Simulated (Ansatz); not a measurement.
# Grüneisen parameters and expansion of ZrC (Fm-3m), part 2 of 3

Aim: how the vibrations of ZrC shift with volume, and the expansion that follows.

Ansatz 0.2.0; DFT PBEsol, scalar-relativistic, plane waves, PAW.

So far. Step 2 (A first coarse run): The start is under -8.4 GPa at this level and looks like a metal on this mesh. Step 5 (Tight relaxation): The residual pressure is -1.8e-4 GPa, small enough for phonons.

The database entry behind the starting cell differs from later determinations by our own check (an axis about 0.7 % long against later determinations), so it need not match the best structure at ambient conditions.

## 6. Lattice dynamics at this volume, V/V0 1

The same q-mesh and k-mesh are kept at every volume, so that much of their error can cancel in the differences.

File input.yaml:

```yaml
crystal:
  lattice:
    - [0.0, 2.3344244916, 2.3344244916]
    - [2.3344244916, 0.0, 2.3344244916]
    - [2.3344244916, 2.3344244916, 0.0]
  atoms:
    - { symbol: Zr, position: [0.5, 0.5, 0.5] }
    - { symbol: C, position: [0.0, 0.0, 0.0] }
kpoints:
  mp_grid: { grid: [16, 16, 16] }
hamiltonian:
  xc: pbesol
scf:
  occupations: { method: methfessel_paxton, width: 0.2 }
output:
  eigenvalues: true
phonons:
  method: dfpt
  qmesh: [4, 4, 4]
  temperatures: { t_max: 1000, t_step: 50 }
  qpath:
    path:
      - [[0.0, 0.0, 0.0], [0.5, 0.0, 0.5], [0.625, 0.25, 0.625]]
      - [[0.375, 0.375, 0.75], [0.0, 0.0, 0.0], [0.5, 0.5, 0.5], [0.5, 0.25, 0.75], [0.5, 0.0, 0.5]]
    npoints: 10
```

Launch:

```
$ ansatz run input.yaml --threads 4 --pin off --max-ram 8192MiB --backend cpu --events-out ev --progress --plain --runs-dir out
```

Numbers of over 12 decimals in the logs are rounded to 6 here.

Output:

```text
[...]
Crystal: 2 atoms, lattice volume = 25.443 Å³
Basis set: ecut = 420 eV, 531 PW (Γ), exchange–correlation on 48×48×48 points (8 copies of the dense FFT grid, shifted against one another)
Bands: 12, of which v1, the nominal top of the filled ones, is band 8 counted from 1 (7 counted from 0)
Symmetry: 48 space group operations
k-points: 145 of 4096
[...]
SCF iter   1: F=—  HF=-4377.179243 eV  |F-HF|=—  |Δ(HF+E_count)|=         —  Δρ=9.01e-3  dr2=2.63e-2  ethr=1.77e-3  ⟨swp⟩=5.0  Hψ=8687  notcnv=0
[...]
SCF iter   7: F=-4377.172787 eV  HF=-4377.172787 eV  |F-HF|=1.82e-12  |Δ(HF+E_count)|=  9.09e-12  S|Δr|=    0.00e0  Δρ=5.08e-8  dr2=3.66e-13  ethr=1.00e-12  ⟨swp⟩=6.0  Hψ=7307  notcnv=0
SCF 1 converged in 7 iterations: F = -4377.172787 eV  dr2 = 3.66e-13
[...]
SCF iter   4: F=-4377.172787 eV  HF=-4377.172787 eV  |F-HF|=7.28e-12  |Δ(HF+E_count)|=  1.18e-11  S|Δr|=    0.00e0  Δρ=1.45e-7  dr2=6.06e-12  ethr=1.00e-12  ⟨swp⟩=1.1  Hψ=4071  notcnv=0
SCF 2 converged in 4 iterations: F = -4377.172787 eV  dr2 = 6.06e-12
phonons: the bands overlap, so this run is a metal and interpolates without the dipole-dipole term. If the crystal is really an insulator or semiconductor, its LO-TO splitting is missing
NSCF: frozen V_eff on 145 k-points
[...]
DFPT response loops at q = (0, 0, 0) (fractional): preconditioner auto → Kerker (q_TF=auto, 2.525 Å⁻¹) (partly filled bands, converged f_vac=0.000); β = 1.00, the filter's whole step (`scf.mixing.beta` (0.50) is not read by the response loops under this deck's `scf.mixing.preconditioner`; to damp them name `kerker` or `kerker_dos`, under which they read `scf.mixing.beta`, and type it under 1.00, their step now; both keys bind the ground state too); Broyden in place of MSR1
[...]
SCF converged after 7 iterations
[...]
Free energy (F): -4377.172787 eV
[...]
Internal energy: -4377.172565 eV  (E = F + TS)
E sigma→0 (E₀):  -4377.172731 eV
Entropy (-TS):   -0.000222 eV (-0.111 meV/atom)
Fermi energy:    15.075469 eV
[...]
--- Band table (eV; the first three rows and the last of 145) ---
  k-point 0: bands = [... 4 lower, 3.7276, 16.0399, 16.0399, 16.0399, 16.1482, 16.1482, 16.1482, 17.9475]
  k-point 1: bands = [... 4 lower, 3.8212, 15.2624, 15.4739, 15.4739, 16.3754, 16.3754, 16.7200, 18.4764]
  k-point 2: bands = [... 4 lower, 4.0920, 14.2983, 14.6773, 14.6773, 16.6698, 16.6698, 17.1549, 19.5395]
  k-point 144: bands = [... 4 lower, 5.6349, 12.3879, 12.7176, 12.7176, 18.4187, 18.4187, 20.9157, 22.3092]
--- Phonons (Γ-DFPT): 2 representative perturbations + reference (Σ response iterations 6) ---
  ASR residual: 3.548e-5 → 0.000e0 eV/Å²; symmetrization residual: 2.227e-9 eV/Å²
  ASR residual per site (eV/Å²): 2.46e-5 3.55e-5
  Γ frequencies (cm⁻¹): 0.00 0.00 0.00 443.50 443.50 443.50
--- Phonons (arbitrary-q DFPT): 8 irreducible q on the 4×4×4 mesh ---
  q = [0.0000, 0.0000, 0.0000] (star 1, of the zone-centre solve; hermiticity 5.80e-10, symmetrization 2.41e-14): -0.00 -0.00 0.00 443.50 443.50 443.50
  q = [0.0000, 0.0000, 0.2500] (star 8, 2 solved perturbations on 2176 of 4096 k-point pairs; hermiticity 4.65e-8, symmetrization 3.09e-14): 140.35 140.35 226.13 480.67 480.67 596.44
[...]
q = [0.0000, 0.2500, 0.2500] (star 6, 4 solved perturbations in 3616 linear systems a pass and spin channel, the states on 1160 of 4096 k-point pairs; hermiticity 5.73e-8, symmetrization 2.96e-14): 151.39 151.39 221.11 445.19 445.19 597.62
[...]
sum rule: each row above includes the acoustic sum rule's correction from the zone centre's row sums; it moved no ω² by more than (0.90 cm⁻¹)²
  mesh force constants: q→R imaginary residual 5.09e-19; ASR residual 3.548e-5 → 0.000e0 eV/Å²; symmetrization residual 2.487e-14 eV/Å²
  interpolated dispersion: 62 rows × 6 modes
  density of states and harmonic sums: on the 24×24×24 q-mesh, interpolated from the force constants of a 4×4×4 supercell (no non-analytic term)
  largest difference from the sums on the solved wave vectors: F 9.68e-3 eV, S 1.37e-5 and C_V 4.02e-6 eV/K
  zero-point energy: 0.140738 eV/cell   skipped modes (ω ≤ 0): 3   left out of the sums: 3.62e-5 of the cell's modes: C_V's classical limit lies that fraction below 3 k_B per atom; for a crystal, a wire or a layer, F and S can be off by more, and a phonons.interpolated_qmesh denser along its periods is the remedy for the sampling
```

Elapsed: 4 min, on 4 threads of Arm Neoverse V1, shared host; peak memory 3.2 GiB.

This step gave:

```yaml
gamma_frequencies: 0, 0, 0, 443.5, 443.5, 443.5 cm⁻¹ (negative: imaginary)
lowest_frequency_on_the_path: 0 cm⁻¹
zero_point_energy: 0.1407 eV/cell
point_group: m-3m
highest_frequency: 665.7 cm⁻¹
debye_temperature_from_the_second_moment: 769 K
```

No LO-TO term. Phonon branches along the path, in cm⁻¹:

```tsv
point	branch 1	branch 2	branch 3	branch 4	branch 5	branch 6
Γ	0	0	0	444	444	444
halfway	151	151	221	445	445	598
X	214	214	269	471	471	544
halfway	214	232	266	479	512	542
U	212	256	267	504	535	586
jump to K	212	256	267	504	535	586
halfway	159	165	248	477	513	611
Γ	0	0	0	444	444	444
halfway	140	140	226	481	481	596
L	190	190	330	528	528	666
halfway	206	221	303	525	535	632
W	246	246	252	519	519	595
halfway	226	235	262	490	537	538
X	214	214	269	471	471	544
```

The phonon branches as a text plot (rows in cm⁻¹):

```
    652 |                                     ********
    624 |                  ******            *        ***
    596 |      ***        *                 *            ***
    569 |    **   **     *       *         *                **
    541 |   *       ************  **             ********   *****
    513 |              *  ***** *         *   ***    ******** *
    485 |  *          ****     ***  *    *  **               ****
    458 | **   *******           *****  ****                    *
    430 |** ***                       **
    402 |
    374 |
    347 |
    319 |                                      *******
    291 |                  ****               *       ***
    264 |        **********    *             *           ********
    236 |       *      **  **   *           *          ********
    208 |      *  *************  *                 ******      **
    180 |    ** **           ***  **       *  ******
    153 |   *  *                **        * **
    125 |  * **                  ****      *
     97 |   *                            **
     69 | **                        **   *
     42 | *                          *  *
     14 |*                            **
         Γ           X  U|K            Γ         L        W     X
```

Tetrahedra on 24 24 24, mean over bins of 10 cm⁻¹. Table of phonon density of states by wavenumber; read off at these points:

```tsv
wavenumber (cm⁻¹)	phonon density of states (1/cm⁻¹/cell)
5	0
25	5.0e-5
45	2.4e-4
55	4.0e-4
75	8.4e-4
95	0.00159
115	0.00283
125	0.00371
145	0.00629
165	0.0105
185	0.0203
205	0.0304
215	0.0303
235	0.0166
255	0.00765
265	0.0212
275	0.0148
295	0.0115
305	0.00702
325	0.00192
345	0
365	0
375	0
395	0
415	0
435	0
455	0.0101
465	0.0121
485	0.0167
505	0.0207
525	0.0281
535	0.0437
545	0.0106
555	0.00371
575	0.00538
595	0.0109
605	0.0139
615	0.0123
625	0.0123
645	0.00671
665	0.00108
```

Harmonic. Thermo, by row:

```tsv
T (K)	F_vib (meV/atom)	S (J/mol-atom/K)	C_V (J/mol-atom/K)
0	70.37	0	0
50	70.33	0.382	1.359
100	69.57	2.819	6.308
150	67.24	6.242	10.73
200	63.08	9.835	14.25
250	57.07	13.31	16.85
300	49.32	16.56	18.71
350	39.96	19.55	20.05
400	29.11	22.29	21.02
450	16.89	24.81	21.74
500	3.43	27.13	22.29
550	-11.2	29.28	22.71
600	-26.89	31.27	23.04
650	-43.58	33.12	23.3
700	-61.2	34.86	23.52
750	-79.69	36.48	23.69
800	-98.99	38.02	23.84
850	-119.1	39.47	23.96
900	-139.9	40.84	24.06
950	-161.4	42.14	24.15
1000	-183.6	43.38	24.22
```

The modes has structure finer than the step of the table below, so its rows give means over 20 cm⁻¹, whole bins alone (the curve runs from -10 to 695 cm⁻¹). Peaks (cm⁻¹: height): C 535.6: 0.0366, 602.2: 0.0135; Zr 211.8: 0.0307, 269.5: 0.0186.

Phonopy on the run's constants, 21x21x21 mesh, Gaussian sigma 5.0 cm⁻¹. Modes against wavenumber; means over each step; values in 1/cm⁻¹/cell:

```tsv
wavenumber (cm⁻¹)	C	Zr
0	0	1.3e-5
20	4.5e-6	3.0e-5
40	2.1e-5	1.8e-4
60	5.3e-5	4.7e-4
80	9.4e-5	9.4e-4
100	1.5e-4	0.00171
120	2.2e-4	0.00312
140	2.7e-4	0.00527
160	3.2e-4	0.00922
180	3.2e-4	0.0172
200	2.5e-4	0.0285
220	1.7e-4	0.0248
240	1.2e-4	0.0144
260	1.1e-4	0.0141
280	8.7e-5	0.0150
300	4.1e-5	0.00925
320	1.0e-5	0.00333
340	0	1.9e-4
360	0	0
380	0	0
400	0	0
420	6.9e-6	4.0e-7
440	0.00308	2.4e-4
460	0.0107	4.9e-4
480	0.0155	3.4e-4
500	0.0193	2.5e-4
520	0.0273	2.1e-4
540	0.0253	1.9e-4
560	0.00462	6.3e-5
580	0.00635	8.9e-5
600	0.0116	1.6e-4
620	0.0121	1.2e-4
640	0.00881	6.7e-5
660	0.00290	1.4e-5
680	7.4e-5	0
```

No LO-TO term. Modes at Γ, with each element's share of the kinetic energy:

```tsv
mode	frequency (cm⁻¹)	symmetry	Zr %	C %
1	0.0	T1u	88	12
2	0.0	T1u	88	12
3	0.0	T1u	88	12
4	443.5	T1u	12	88
5	443.5	T1u	12	88
6	443.5	T1u	12	88
```

Displacements in mode 5 (443.5 cm⁻¹), the largest set to 1:
```
Zr1 -0.10  0.02 -0.13
C2   0.79 -0.19  1.00
```

No mode is imaginary beyond numerical noise at the solved wavevectors.

## 7. A cell at another volume, V/V0 1.015

Symmetry fixes every atom, so a single point at the scaled cell gives the energy and pressure of this member.

The cell differs from the one that the last finished run ended in (a 3.301 → 3.318 Å, b 3.301 → 3.318 Å, c 3.301 → 3.318 Å).

input.yaml, the sections that differ from step 6:

```yaml
crystal:
  lattice:
    - [0.0, 2.346038735, 2.346038735]
    - [2.346038735, 0.0, 2.346038735]
    - [2.346038735, 2.346038735, 0.0]
  atoms:
    - { symbol: Zr, position: [0.5, 0.5, 0.5] }
    - { symbol: C, position: [0.0, 0.0, 0.0] }
output:
  forces: true
  stress: true
  eigenvalues: true
# kpoints, hamiltonian, scf: as in step 6
# phonons: removed
```

Output:

```text
[...]
Crystal: 2 atoms, lattice volume = 25.825 Å³
Basis set: ecut = 420 eV, 531 PW (Γ), exchange–correlation on 48×48×48 points (8 copies of the dense FFT grid, shifted against one another)
Bands: 12, of which v1, the nominal top of the filled ones, is band 8 counted from 1 (7 counted from 0)
Symmetry: 48 space group operations
[...]
k-points: 145 of 4096
[...]
SCF iter   1: F=—  HF=-4377.174879 eV  |F-HF|=—  |Δ(HF+E_count)|=         —  Δρ=8.76e-3  dr2=2.52e-2  ethr=1.77e-3  ⟨swp⟩=5.0  Hψ=8665  notcnv=0
[...]
SCF iter   5: F=-4377.168688 eV  HF=-4377.168688 eV  |F-HF|=5.32e-8  |Δ(HF+E_count)|=   4.72e-7  S|Δr|=    0.00e0  Δρ=2.14e-5  dr2=7.29e-8  ethr=6.25e-10  ⟨swp⟩=3.2  Hψ=7519  notcnv=0
SCF 1 converged in 5 iterations: F = -4377.168688 eV  dr2 = 7.29e-8
[...]
SCF converged after 5 iterations
[...]
Free energy (F): -4377.168688 eV
[...]
Internal energy: -4377.168400 eV  (E = F + TS)
E sigma→0 (E₀):  -4377.168616 eV
Entropy (-TS):   -0.000289 eV (-0.144 meV/atom)
Fermi energy:    14.821554 eV
[...]
--- Stress (GPa, compression-positive) ---
       -3.410018       0.000000       0.000000
       -0.000000      -3.410018       0.000000
        0.000000      -0.000000      -3.410018
  P = ⅓ Tr σ = -3.4100 GPa (-34.100 kbar)
--- Band table (eV; the first three rows and the last of 145) ---
  k-point 0: bands = [... 4 lower, 3.5264, 15.7835, 15.7835, 15.7835, 15.8907, 15.8907, 15.8907, 17.6514]
  k-point 1: bands = [... 4 lower, 3.6176, 15.0141, 15.2243, 15.2243, 16.1143, 16.1143, 16.4541, 18.1735]
  k-point 2: bands = [... 4 lower, 3.8819, 14.0579, 14.4382, 14.4382, 16.4032, 16.4032, 16.8811, 19.2206]
  k-point 144: bands = [... 4 lower, 5.4205, 12.1700, 12.4702, 12.4702, 18.1226, 18.1226, 20.5533, 21.9196]
```

Elapsed: 0.79 s, on 4 threads; peak memory 0.34 GiB; 2.5 s of CPU time.

Numbers from this step:

* pressure: -3.410 GPa
* volume per atom: 12.91 Å³

The run ends at a pressure of -3.41 GPa.

## 8. Lattice dynamics at this volume, V/V0 1.015

The same q-mesh and k-mesh are kept at every volume, so that much of their error can cancel in the differences.

input.yaml, the sections that differ from step 7:

```yaml
output:
  eigenvalues: true
phonons:
  method: dfpt
  qmesh: [4, 4, 4]
  temperatures: { t_max: 1000, t_step: 50 }
  qpath:
    path:
      - [[0.0, 0.0, 0.0], [0.5, 0.0, 0.5], [0.625, 0.25, 0.625]]
      - [[0.375, 0.375, 0.75], [0.0, 0.0, 0.0], [0.5, 0.5, 0.5], [0.5, 0.25, 0.75], [0.5, 0.0, 0.5]]
    npoints: 10
# crystal, kpoints, hamiltonian, scf: as in step 7
```

Output:

```text
[...]
Crystal: 2 atoms, lattice volume = 25.825 Å³
Basis set: ecut = 420 eV, 531 PW (Γ), exchange–correlation on 48×48×48 points (8 copies of the dense FFT grid, shifted against one another)
Bands: 12, of which v1, the nominal top of the filled ones, is band 8 counted from 1 (7 counted from 0)
Symmetry: 48 space group operations
k-points: 145 of 4096
[...]
k-point 144: bands = [... 4 lower, 5.4205, 12.1700, 12.4703, 12.4703, 18.1227, 18.1227, 20.5535, 21.9197]
[...]
ASR residual: 5.097e-5 → 0.000e0 eV/Å²; symmetrization residual: 1.962e-7 eV/Å²
  ASR residual per site (eV/Å²): 2.41e-5 5.10e-5
  Γ frequencies (cm⁻¹): 0.00 0.00 0.00 429.74 429.74 429.74
--- Phonons (arbitrary-q DFPT): 8 irreducible q on the 4×4×4 mesh ---
[...]
interpolated dispersion: 62 rows × 6 modes
[...]
[key lines of the parts left out:]
SCF converged after 7 iterations
Free energy (F): -4377.168688 eV
Fermi energy:    14.821611 eV
```

Wall time 4 min (4 threads); peak memory 3.2 GiB.

No mode is imaginary beyond numerical noise at the solved wavevectors. The highest zone-centre mode (no LO–TO term) moved by -3.1 % for a volume change of +1.5 %.

## 9. Single point at a scaled cell, V/V0 0.985

Symmetry fixes every atom, so a single point at the scaled cell gives the energy and pressure of this member.

The cell differs from the one that the last finished run ended in (a 3.318 → 3.285 Å, b 3.318 → 3.285 Å, c 3.318 → 3.285 Å).

input.yaml, the sections that differ from step 8:

```yaml
crystal:
  lattice:
    - [0.0, 2.3226935173, 2.3226935173]
    - [2.3226935173, 0.0, 2.3226935173]
    - [2.3226935173, 2.3226935173, 0.0]
  atoms:
    - { symbol: Zr, position: [0.5, 0.5, 0.5] }
    - { symbol: C, position: [0.0, 0.0, 0.0] }
output:
  forces: true
  stress: true
  eigenvalues: true
# kpoints, hamiltonian, scf: as in step 8
# phonons: removed
```

Output:

```text
[...]
Crystal: 2 atoms, lattice volume = 25.061 Å³
Basis set: ecut = 420 eV, 531 PW (Γ), exchange–correlation on 48×48×48 points (8 copies of the dense FFT grid, shifted against one another)
Bands: 12, of which v1, the nominal top of the filled ones, is band 8 counted from 1 (7 counted from 0)
Symmetry: 48 space group operations
[...]
k-points: 145 of 4096
[...]
--- Band table (eV; the first three rows and the last of 145) ---
  k-point 0: bands = [... 4 lower, 3.9359, 16.3034, 16.3034, 16.3034, 16.4121, 16.4121, 16.4121, 18.2510]
  k-point 1: bands = [... 4 lower, 4.0320, 15.5176, 15.7302, 15.7302, 16.6431, 16.6431, 16.9930, 18.7870]
  k-point 2: bands = [... 4 lower, 4.3097, 14.5451, 14.9228, 14.9228, 16.9430, 16.9430, 17.4355, 19.8668]
  k-point 144: bands = [... 4 lower, 5.8557, 12.6115, 12.9726, 12.9726, 18.7219, 18.7219, 21.2877, 22.7093]
[key lines of the parts left out:]
SCF converged after 5 iterations
Free energy (F): -4377.168457 eV
Fermi energy:    15.336802 eV
P = ⅓ Tr σ = 3.6775 GPa (36.775 kbar)
```

Elapsed: 0.86 s, on 4 threads; peak memory 0.34 GiB; 2.7 s of CPU time.

The run ends at a pressure of 3.68 GPa.

## 10. Lattice dynamics at this volume, V/V0 0.985

The same q-mesh and k-mesh are kept at every volume, so that much of their error can cancel in the differences.

input.yaml, the sections that differ from step 9:

```yaml
output:
  eigenvalues: true
phonons:
  method: dfpt
  qmesh: [4, 4, 4]
  temperatures: { t_max: 1000, t_step: 50 }
  qpath:
    path:
      - [[0.0, 0.0, 0.0], [0.5, 0.0, 0.5], [0.625, 0.25, 0.625]]
      - [[0.375, 0.375, 0.75], [0.0, 0.0, 0.0], [0.5, 0.5, 0.5], [0.5, 0.25, 0.75], [0.5, 0.0, 0.5]]
    npoints: 10
# crystal, kpoints, hamiltonian, scf: as in step 9
```

Output:

```text
[...]
Crystal: 2 atoms, lattice volume = 25.061 Å³
Basis set: ecut = 420 eV, 531 PW (Γ), exchange–correlation on 48×48×48 points (8 copies of the dense FFT grid, shifted against one another)
Bands: 12, of which v1, the nominal top of the filled ones, is band 8 counted from 1 (7 counted from 0)
Symmetry: 48 space group operations
k-points: 145 of 4096
[...]
k-point 144: bands = [... 4 lower, 5.8557, 12.6115, 12.9727, 12.9727, 18.7220, 18.7220, 21.2879, 22.7095]
[...]
ASR residual: 3.276e-5 → 0.000e0 eV/Å²; symmetrization residual: 1.089e-7 eV/Å²
  ASR residual per site (eV/Å²): 3.28e-5 3.25e-5
  Γ frequencies (cm⁻¹): 0.00 0.00 0.00 457.45 457.45 457.45
--- Phonons (arbitrary-q DFPT): 8 irreducible q on the 4×4×4 mesh ---
[...]
interpolated dispersion: 62 rows × 6 modes
[...]
[key lines of the parts left out:]
SCF converged after 7 iterations
Free energy (F): -4377.168457 eV
Fermi energy:    15.336850 eV
```

It took 4 min on 4 threads; peak memory 3.1 GiB.

No mode is imaginary beyond numerical noise at the solved wavevectors. The highest zone-centre mode (no LO–TO term) moved by +3.1 % for a volume change of -1.5 %.

## 11. Single point at a scaled cell, V/V0 1.03

Symmetry fixes every atom, so a single point at the scaled cell gives the energy and pressure of this member.

input.yaml, the sections that differ from step 10:

```yaml
crystal:
  lattice:
    - [0.0, 2.3575391086, 2.3575391086]
    - [2.3575391086, 0.0, 2.3575391086]
    - [2.3575391086, 2.3575391086, 0.0]
  atoms:
    - { symbol: Zr, position: [0.5, 0.5, 0.5] }
    - { symbol: C, position: [0.0, 0.0, 0.0] }
output:
  forces: true
  stress: true
  eigenvalues: true
# kpoints, hamiltonian, scf: as in step 10
# phonons: removed
```

Output:

```text
[...]
Crystal: 2 atoms, lattice volume = 26.206 Å³
Basis set: ecut = 420 eV, 531 PW (Γ), exchange–correlation on 48×48×48 points (8 copies of the dense FFT grid, shifted against one another)
Bands: 12, of which v1, the nominal top of the filled ones, is band 8 counted from 1 (7 counted from 0)
Symmetry: 48 space group operations
[...]
k-points: 145 of 4096
[...]
--- Band table (eV; the first three rows and the last of 145) ---
  k-point 0: bands = [... 4 lower, 3.3320, 15.5338, 15.5338, 15.5338, 15.6396, 15.6396, 15.6396, 17.3630]
  k-point 1: bands = [... 4 lower, 3.4209, 14.7722, 14.9812, 14.9812, 15.8597, 15.8597, 16.1949, 17.8784]
  k-point 2: bands = [... 4 lower, 3.6788, 13.8236, 14.2054, 14.2054, 16.1432, 16.1432, 16.6139, 18.9100]
  k-point 144: bands = [... 4 lower, 5.2122, 11.9582, 12.2308, 12.2308, 17.8345, 17.8345, 20.2006, 21.5409]
[key lines of the parts left out:]
SCF converged after 5 iterations
Free energy (F): -4377.156743 eV
Fermi energy:    14.574877 eV
P = ⅓ Tr σ = -6.5718 GPa (-65.718 kbar)
```

Run time: 0.81 s. Hardware: 4 threads; peak memory 0.34 GiB; 2.5 s of CPU time.

The run ends at a pressure of -6.57 GPa.

[end of part 2 of 3]

[Logs are printed without paths, hosts, clocks, repeated set-up lines and the standing remarks that a program may print on its own settings, such as how far it seeks lower states.]

[Hosts, paths, dates, database ids (printed as entryN), source tags and the programs' standing remarks are cut or masked in the printed files.]

[A step with changed settings may run another functional than the one named; its input shows which.]

[Of the runs on displaced cells, only some may be shown.]
